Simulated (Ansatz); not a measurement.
# ZrSeS monolayer, Janus under uniaxial strain along the armchair direction, normal to a, with the width clamped, part 2 of 3

Aim: how do the optical modes of ZrSeS monolayer, Janus shift and split under this strain?

Ansatz 0.2.0; DFT PBEsol, scalar-relativistic, plane waves, PAW; PAW set soft_1.

So far. Step 4 (Relaxation): Little changed from the start: no atom moved by 0.005 Å and no cell edge by 0.1 %.

**5. Tight relaxation**

Phonons need small forces and stress, so the relaxation is finished with tight tolerances on 12×12×1 k points.

input.yaml reads:

```yaml
crystal:
  lattice:
    - [3.6863691392, 0.0, 0.0]
    - [-1.8431845696, 3.1924893223, 0.0]
    - [0.0, 0.0, 30.0]
  atoms:
    - { symbol: Zr, position: [0.0, 0.0, 0.3349255223] }
    - { symbol: S, position: [0.3333333333, 0.6666666667, 0.3812351348] }
    - { symbol: Se, position: [0.6666666667, 0.3333333333, 0.2805060096] }
  periodic: [true, true, false]
kpoints:
  mp_grid: { grid: [12, 12, 1] }
hamiltonian:
  xc: pbesol
  pseudopotentials: { kind: paw, azcp: { folder: soft_1 }, xc_functional: pbe }
scf:
  occupations: { method: fixed }
output:
  forces: true
  stress: true
  eigenvalues: true
  write_density: true
  write_potential: true
  elf: true
  volumetric_format: npy
relax:
  adjacent_minimum: "off"
  f_tol: 0.001
  max_steps: 60
  cell: { stress_2d_tol: 0.002 }
```

Launch:

```sh
$ ansatz run input.yaml --threads 4 --pin off --max-ram 16384MiB --backend cpu --events-out ev --progress --plain --runs-dir out
```

Numbers of over 12 decimals in the logs are rounded to 6 here.

The program printed:

```text
[...]
Crystal: 3 atoms, lattice volume = 353.061 Å³
Basis set: ecut = 420 eV, 6905 PW (Γ), exchange–correlation on 50×50×432 points (8 copies of the dense FFT grid, shifted against one another)
Bands: 21, of which v1, the nominal top of the filled ones, is band 17 counted from 1 (16 counted from 0)
Symmetry: 6 space group operations
[...]
k-points: 19 of 144 (time reversal used)
[...]
k-point 18: bands = [... 13 lower, -9.2858, -8.0902, -7.8777, -7.8117, -3.8111, -3.2924, -3.0386, -1.0919]
--- Relaxed structure (4 steps of the walk, 4 accepted, 1 SCFs on fresh bases) ---
[...]
cell:  # Å, volume = 352.8626 Å³
    - [3.685334, 0.0, 0]
    - [-1.842667, 3.191593, 0]
    - [0, 0, 30.0]
  atoms:
    - { symbol: Zr, position: [0, 0, 0.334928] }
    - { symbol: S, position: [0.333333, 0.666667, 0.381258] }
    - { symbol: Se, position: [0.666667, 0.333333, 0.280480] }
[key lines of the parts left out:]
SCF converged after 11 iterations
Free energy (F): -10442.102362 eV
Fermi energy:    -5.784075 eV
P = ½ c Tr σ = -0.0003 N/m
```

Elapsed: 26 s, on 4 threads of Arm Neoverse V1, shared host; peak memory 0.68 GiB; 1.7 min of CPU time.

Little changed from the start: no atom moved by 0.005 Å and no cell edge by 0.1 %.

Numbers from this step:

* gap on the k-mesh: 0.5727 eV
* area per atom: 3.921 Å²

Valence density in the ac plane at fractional y = 0.333, with atoms of Se within 0.2 Å of it. It is the smooth field of the valence electrons, not physical close to the nuclei.

Ten steps, logarithmic in the rise over the least value, from '_' (0 e/Å³) to '@' (19 e/Å³), each cell a mean:
```
____________________________
____________________________
____________________________
____________________________
____________________________
____________________________
____________________________
____________________________
____________________________
____________________________
____________________________
____________________________
____________________________
____________________________
....::::....______________..
..::::::::....__________....
............::--++**++--::::
..______....--==%%@@@@**--::
__________________..________
____________________________
____________________________
____________________________
____________________________
____________________________
```
Columns run along a (3.7 Å), rows up along c (30.0 Å). Atoms in or near the plane, at fractional coordinates: Se at (0.67, 0.28).

Electrostatic potential energy in the ac plane at fractional y = 0.333, with atoms of Se within 0.2 Å of it. With pseudopotentials it is smooth inside the atoms' cores, unlike the true potential.

Values in eV, 24 rows by 14 columns, each cell a mean:
```
  0   0   0   0   0   0   0   0   0   0   0   0   0   0
  0   0   0   0   0   0   0   0   0   0   0   0   0   0
  0   0   0   0   0   0   0   0   0   0   0   0   0   0
  0   0   0   0   0   0   0   0   0   0   0   0   0   0
  0   0   0   0   0   0   0   0   0   0   0   0   0   0
  0   0   0   0   0   0   0   0   0   0   0   0   0   0
  0   0   0   0   0   0   0   0   0   0   0   0   0   0
  0   0   0   0   0   0   0   0   0   0   0   0   0   0
  0   0   0   0   0   0   0   0   0   0   0   0   0   0
  0   0   0   0   0   0   0   0   0   0   0   0   0   0
  0   0   0   0   0   0   0   0   0   0   0   0   0   0
  0   0   0   0   0   0   0   0   0   0   0   0   0   0
  0   0   0   0   0   0   0   0   0   0   0   0   0   0
  0   0   0   0   0   0   0   0   0   0   0   0   0   0
 -4  -5  -6  -6  -5  -3  -2  -1  -1  -1  -1  -1  -2  -2
 -9 -11 -12 -11 -10  -8  -5  -4  -3  -3  -3  -3  -5  -7
 -8  -8  -9  -8  -8  -8  -9 -10 -10  -9  -9 -10  -9  -8
 -3  -2  -1  -2  -3  -6 -11 -12  -8  -6  -7 -11 -11  -8
  0   0   0   0   0   0  -1  -1  -2  -2  -2  -2  -1  -1
  0   0   0   0   0   0   0   0   0   0   0   0   0   0
  0   0   0   0   0   0   0   0   0   0   0   0   0   0
  0   0   0   0   0   0   0   0   0   0   0   0   0   0
  0   0   0   0   0   0   0   0   0   0   0   0   0   0
  0   0   0   0   0   0   0   0   0   0   0   0   0   0
```
Columns run along a (3.7 Å; values clipped at the 3rd and 97th percentile), rows up along c (30.0 Å). Atoms in or near the plane, at fractional coordinates: Se at (0.67, 0.28).

ELF in the ac plane at fractional y = 0.333, with atoms of Se within 0.2 Å of it. It is the smooth field of the valence electrons, not physical close to the nuclei.

Ten even steps from '_' (0.00) to '@' (0.79), each cell a mean:
```
____________________________
____________________________
____________________________
____________________________
____________________________
____________________________
____________________________
____________________________
____________________________
____________________________
____________________________
____________________________
____________________________
::------::..______________..
%%@@@@@@%%##==..______..--++
--======----::::::::::::::::
==::....--++##%%######%%%%**
##--..::++@@@@@@##++**%%@@@@
::______..--++##%%%%%%##**==
__________________..________
____________________________
____________________________
____________________________
____________________________
```
Columns run along a (3.7 Å), rows up along c (30.0 Å). Atoms in or near the plane, at fractional coordinates: Se at (0.67, 0.28).

The largest force component left is 0.099 meV/Å, within the tolerances set.

**6. Zone-centre response at rest**

Phonons follow from the second derivative of the energy, found here by linear response.

The modes at rest are the reference of the series.

input.yaml, the sections that differ from step 5:

```yaml
crystal:
  lattice:
    - [3.685334151, 0.0, 0.0]
    - [-1.8426670755, 3.1915929962, 0.0]
    - [0.0, 0.0, 30.0]
  atoms:
    - { symbol: Zr, position: [0.0, 0.0, 0.3349282258] }
    - { symbol: S, position: [0.3333333333, 0.6666666667, 0.3812583963] }
    - { symbol: Se, position: [0.6666666667, 0.3333333333, 0.2804800446] }
  periodic: [true, true, false]
output:
  eigenvalues: true
phonons:
  method: dfpt
# kpoints, hamiltonian, scf: as in step 5
# relax: removed
```

The program printed:

```text
[...]
Crystal: 3 atoms, lattice volume = 352.863 Å³
Basis set: ecut = 420 eV, 6905 PW (Γ), exchange–correlation on 50×50×432 points (8 copies of the dense FFT grid, shifted against one another)
Bands: 21, of which v1, the nominal top of the filled ones, is band 17 counted from 1 (16 counted from 0)
Symmetry: 6 space group operations
k-points: 43 of 144 (irreducible under 2 space group operations, time reversal used)
[...]
SCF iter   1: F=—  HF=-10442.752225 eV  |F-HF|=—  |Δ(HF+E_count)|=         —  Δρ=1.92e-2  dr2=2.04e0  ethr=3.10e-3  ⟨swp⟩=7.5  Hψ=5307  notcnv=0  defer=83
[...]
SCF iter  14: F=-10442.102362 eV  HF=-10442.102362 eV  |F-HF|=2.18e-11  |Δ(HF+E_count)|=  3.64e-11  Δρ=2.80e-8  dr2=3.62e-12  ethr=1.00e-12  ⟨swp⟩=7.7  Hψ=5264  notcnv=0
SCF 1 converged in 14 iterations: F = -10442.102362 eV  dr2 = 3.62e-12
[...]
DFPT response loops at Γ: preconditioner auto → none (the input reference at scf.mixing.eps_inf says where Resta's filter doesn't serve); β = 0.50; Broyden in place of MSR1
SCF converged after 14 iterations
Free energy (F): -10442.102362 eV
[...]
Internal energy: -10442.102362 eV  (E = F + TS)
E sigma→0 (E₀):  -10442.102362 eV
Fermi energy:    -5.784075 eV
[...]
--- Band table (eV; the first three rows and the last of 43) ---
  k-point 0: bands = [... 13 lower, -8.7145, -7.0440, -5.7841, -5.7841, -4.5881, -4.5881, -3.8033, -0.9779]
  k-point 1: bands = [... 13 lower, -8.6771, -6.8826, -6.3420, -6.0402, -4.5059, -4.2941, -3.6568, -1.4260]
  k-point 2: bands = [... 13 lower, -8.5889, -7.4276, -6.5780, -6.4451, -4.6090, -3.7939, -3.3662, -1.8407]
  k-point 42: bands = [... 13 lower, -8.7139, -8.2212, -8.0546, -7.2653, -4.0505, -3.5106, -2.7295, -1.5642]
--- Phonons (Γ-DFPT): 6 representative perturbations + reference, on 43 of 144 k-points (Σ response iterations 28) ---
  k mesh reduced under 2 symmetry operations, with k and −k counted as one. Each operation leaves every solved perturbation unchanged. A smaller set is not used because it would not reduce the number of displacements times k-points to solve
  ASR residual: 5.051e-5 → 0.000e0 eV/Å²; symmetrization residual: 2.069e-5 eV/Å²
  ASR residual per site (eV/Å²): 2.36e-5 5.05e-5 1.25e-5
  Γ frequencies (cm⁻¹): 0.00 0.00 0.00 116.59 116.59 223.06 223.06 227.61 319.45
  non-analytic LO–TO correction: not included (Born effective charges unavailable; polar crystals: no LO–TO splitting at Γ)
```

The job ended after 83 s (4 threads; peak memory 1.5 GiB; 5.3 min of CPU time).

This step gave:

* sum-rule residual before enforcement: 5.05e-5 eV/Å²
* point group: 3m
* highest optical mode at the zone centre (no LO-TO term): 319.4 cm⁻¹
* lowest optical zone-centre mode: 116.6 cm⁻¹

Without the LO-TO term. Patterns of degenerate modes are one choice out of their space. The modes at Γ (shares of kinetic energy by element, %):

```tsv
mode	frequency (cm⁻¹)	symmetry	Zr %	S %	Se %
1	0.0	acoustic	45	16	39
2	0.0	acoustic	45	16	39
3	0.0	acoustic	45	16	39
4	116.6	E	48	0	52
5	116.6	E	48	0	52
6	223.1	E	7	84	9
7	223.1	E	7	84	9
8	227.6	A1	22	18	60
9	319.4	A1	33	66	1
```

Displacements in mode 5 (116.6 cm⁻¹), the largest set to 1:
```
Zr1  0.00 -0.90  0.00
S2   0.00  0.10  0.00
Se3  0.00  1.00  0.00
```

Displacements in mode 7 (223.1 cm⁻¹), the largest set to 1:
```
Zr1 -0.02 -0.17  0.00
S2   0.10  1.00  0.00
Se3 -0.02 -0.21  0.00
```

Before it was imposed, the acoustic sum rule was missed by 5.1e-5 eV/Å². Small misses are needed for a sound result but don't prove that mesh and cutoff are converged. The lowest optical mode is real, 117 cm⁻¹.

**7. A member of the series: uniaxial strain of +5 % along the armchair direction, normal to a, with the width clamped**

The cell takes a uniaxial strain of +5 % along the armchair direction, normal to a, with the width clamped. The cell is held, and the atoms relax in it.

input.yaml, the sections that differ from step 6:

```yaml
crystal:
  lattice:
    - [3.685334151, 0.0, 0.0]
    - [-1.8426670755, 3.3511726462, 0.0]
    - [0.0, 0.0, 30.0]
  atoms:
    - { symbol: Zr, position: [0.0007645901, 0.0015291801, 0.3350148972] }
    - { symbol: S, position: [0.3302849891, 0.6605699782, 0.3800492743] }
    - { symbol: Se, position: [0.6689504208, 0.3379008416, 0.2816024952] }
  periodic: [true, true, false]
scf:
  occupations: { method: gaussian, width: 0.02 }
output:
  forces: true
  stress: true
  eigenvalues: true
relax:
  adjacent_minimum: "off"
  f_tol: 0.001
  max_steps: 60
# kpoints, hamiltonian: as in step 6
# phonons: removed
```

The program printed:

```text
[...]
--- Relaxed structure (6 steps of the walk, 5 accepted, 0 SCFs on fresh bases) ---
  F+E_penalty+E_count = -10442.04051408 eV   max|allowed force component| = 1.519e-5 eV/Å
  cell:  # Å, volume = 370.5057 Å³
    - [3.685334151, 0.0, 0.0]
    - [-1.8426670755, 3.3511726462, 0.0]
    - [0.0, 0.0, 30.0]
  atoms:
    - { symbol: Zr, position: [0.000959032, 0.00191806, 0.335043] }
    - { symbol: S, position: [0.329695, 0.659390, 0.379741] }
    - { symbol: Se, position: [0.669346, 0.338692, 0.281883] }
[key lines of the parts left out:]
SCF converged after 7 iterations
Free energy (F): -10442.040514 eV
Fermi energy:    -5.493403 eV
P = ½ c Tr σ = -1.9112 N/m
```

The job ended after 57 s (4 threads; peak memory 0.83 GiB).

The steps of the relaxation:

```tsv
step	energy less that of the first step (eV)	largest force component (eV/Å)
1	0.0000	0.0915
2	0.0014	0.1757
3	-0.0008	0.0082
4	-0.0008	0.0045
5	-0.0008	0.0021
6	-0.0008	0.0000
```

Relaxation step 2 was tried and not accepted.

Forces are held to the 2 operations that the run works with; a distortion that breaks them can't arise in this run.

The atoms that moved most (Å):

```tsv
atom	dx	dy	dz	length
S2	0.000	-0.004	-0.009	0.010
Se3	0.000	0.003	0.008	0.009
```

The relaxed structure:

```xyz
3
Lattice="3.6853 0.0000 0.0000 -1.8427 3.3512 0.0000 0.0000 0.0000 30.0000" Properties=species:S:1:pos:R:3
Zr    0.0000    0.0064   10.0513
S     0.0000    2.2097   11.3922
Se    1.8427    1.1350    8.4565
```

This step gave:

| Quantity | Value |
| --- | --- |
| gap on the k-mesh | 0.6891 eV |
| area per atom | 4.117 Å² |

The largest force component left is 0.015 meV/Å.

**8. Zone-centre modes of the member: uniaxial strain of +5 % along the armchair direction, normal to a, with the width clamped**

The zone-centre modes follow for uniaxial strain of +5 % along the armchair direction, normal to a, with the width clamped.

input.yaml, the sections that differ from step 7:

```yaml
crystal:
  lattice:
    - [3.685334151, 0.0, 0.0]
    - [-1.8426670755, 3.3511726462, 0.0]
    - [0.0, 0.0, 30.0]
  atoms:
    - { symbol: Zr, position: [0.0009590322, 0.0019180645, 0.335042514] }
    - { symbol: S, position: [0.329694887, 0.6593897741, 0.3797408182] }
    - { symbol: Se, position: [0.6693460807, 0.3386921613, 0.2818833345] }
  periodic: [true, true, false]
scf:
  occupations: { method: fixed }
output:
  eigenvalues: true
phonons:
  method: dfpt
# kpoints, hamiltonian: as in step 7
# relax: removed
```

The program printed:

```text
zone centre: on kpoints.mp_grid the ground state, and the responses unless they are solved on pairs of k-points, stand on 43 of the mesh's 144 k-points, reduced under 2 symmetry operations, with k and −k counted as one. Each operation leaves every solved displacement unchanged or reverses it
[...]
Crystal: 3 atoms, lattice volume = 370.506 Å³
Basis set: ecut = 420 eV, 7293 PW (Γ), exchange–correlation on 54×54×432 points (8 copies of the dense FFT grid, shifted against one another)
Bands: 21, of which v1, the nominal top of the filled ones, is band 17 counted from 1 (16 counted from 0)
Symmetry: 2 space group operations
k-points: 43 of 144 (time reversal used)
[...]
SCF iter   1: F=—  HF=-10442.735272 eV  |F-HF|=—  |Δ(HF+E_count)|=         —  Δρ=1.95e-2  dr2=2.27e0  ethr=3.10e-3  ⟨swp⟩=7.0  Hψ=5054  notcnv=0  defer=82
[...]
SCF iter  13: F=-10442.040514 eV  HF=-10442.040514 eV  |F-HF|=2.91e-11  |Δ(HF+E_count)|=   1.61e-9  Δρ=1.92e-7  dr2=8.68e-11  ethr=1.00e-12  ⟨swp⟩=19.7  Hψ=9996  notcnv=0
SCF 1 converged in 13 iterations: F = -10442.040514 eV  dr2 = 8.68e-11
[...]
SCF converged after 13 iterations
Free energy (F): -10442.040514 eV
[...]
Internal energy: -10442.040514 eV  (E = F + TS)
E sigma→0 (E₀):  -10442.040514 eV
Fermi energy:    -5.837952 eV
[...]
--- Band table (eV; the first three rows and the last of 43) ---
  k-point 0: bands = [... 13 lower, -8.7556, -6.9374, -6.1108, -5.8380, -4.9002, -4.5615, -3.7732, -1.1319]
  k-point 1: bands = [... 13 lower, -8.7172, -6.8516, -6.5885, -6.0446, -4.7709, -4.3176, -3.6313, -1.5885]
  k-point 2: bands = [... 13 lower, -8.6194, -7.5774, -6.5734, -6.3968, -4.7869, -3.8766, -3.3508, -2.0476]
  k-point 42: bands = [... 13 lower, -8.7740, -8.0876, -8.0753, -7.2363, -4.2290, -3.6466, -2.8238, -1.8114]
[...]
ASR residual: 3.354e-4 → 0.000e0 eV/Å²; symmetrization residual: 4.223e-6 eV/Å²
  ASR residual per site (eV/Å²): 3.35e-4 6.65e-5 9.87e-5
  Γ frequencies (cm⁻¹): 0.00 0.00 0.00 108.78 114.66 215.17 219.11 219.36 302.45
[...]
```

Wall time 2.3 min (4 threads); peak memory 1.6 GiB; 9 min of CPU time.

Numbers from this step:

```
sum-rule residual before enforcement                    : 3.35e-4 eV/Å²
point group                                             : m
highest optical mode at the zone centre (no LO-TO term) : 302.4 cm⁻¹
lowest optical zone-centre mode                         : 108.8 cm⁻¹
```

Without the LO-TO term. Patterns of degenerate modes are one choice out of their space. Modes at Γ, with each element's share of the kinetic energy:

```tsv
mode	frequency (cm⁻¹)	symmetry	Zr %	S %	Se %
1	0.0	acoustic	45	16	39
2	0.0	acoustic	45	16	39
3	0.0	acoustic	45	16	39
4	108.8	A'	49	1	50
5	114.7	A''	50	1	49
6	215.2	A'	7	79	14
7	219.1	A'	21	22	57
8	219.4	A''	5	83	11
9	302.4	A'	32	67	1
```

The lowest optical mode is real, 109 cm⁻¹, and the highest lies at 302.4 cm⁻¹.

Between step 6 and this run (strain 5 %) the value for the highest optical mode at the zone centre (no LO-TO term) moves from 319 cm⁻¹ to 302 cm⁻¹ (-5 %).

**9. A member of the series: uniaxial strain of -3 % along the armchair direction, normal to a, with the width clamped**

The cell takes a uniaxial strain of -3 % along the armchair direction, normal to a, with the width clamped. The cell is held, and the atoms relax in it.

input.yaml, the sections that differ from step 8:

```yaml
crystal:
  lattice:
    - [3.685334151, 0.0, 0.0]
    - [-1.8426670755, 3.0958452062, 0.0]
    - [0.0, 0.0, 30.0]
  atoms:
    - { symbol: Zr, position: [-0.0004895676, -0.0009791351, 0.3349003589] }
    - { symbol: S, position: [0.3353023053, 0.6706046105, 0.3818485389] }
    - { symbol: Se, position: [0.6651872623, 0.3303745246, 0.2799177689] }
  periodic: [true, true, false]
scf:
  occupations: { method: gaussian, width: 0.02 }
output:
  forces: true
  stress: true
  eigenvalues: true
relax:
  adjacent_minimum: "off"
  f_tol: 0.001
  max_steps: 60
# kpoints, hamiltonian: as in step 8
# phonons: removed
```

The program printed:

```text
[...]
Crystal: 3 atoms, lattice volume = 342.277 Å³
Basis set: ecut = 420 eV, 6633 PW (Γ), exchange–correlation on 50×50×432 points (8 copies of the dense FFT grid, shifted against one another)
Bands: 21, of which v1, the nominal top of the filled ones, is band 17 counted from 1 (16 counted from 0)
Symmetry: 2 space group operations
[...]
--- Relaxed structure (6 steps of the walk, 5 accepted, 0 SCFs on fresh bases) ---
  F+E_penalty+E_count = -10442.07745888 eV   max|allowed force component| = 9.317e-5 eV/Å
  cell:  # Å, volume = 342.2767 Å³
    - [3.685334151, 0.0, 0.0]
    - [-1.8426670755, 3.0958452062, 0.0]
    - [0.0, 0.0, 30.0]
  atoms:
    - { symbol: Zr, position: [-0.00081428, -0.00162856, 0.334892] }
    - { symbol: S, position: [0.336416, 0.672831, 0.382140] }
    - { symbol: Se, position: [0.664399, 0.328797, 0.279635] }
[key lines of the parts left out:]
SCF converged after 6 iterations
Free energy (F): -10442.077459 eV
Fermi energy:    -5.427587 eV
P = ½ c Tr σ = 1.4150 N/m
```

It took 51 s on 4 threads; peak memory 0.79 GiB.

(Part 2 of 3 ends here.)

[Logs are printed without paths, hosts, clocks, repeated set-up lines and the standing remarks that a program may print on its own settings, such as how far it seeks lower states.]

[Hosts, paths, dates, database ids (printed as entryN), source tags and the programs' standing remarks are cut or masked in the printed files.]
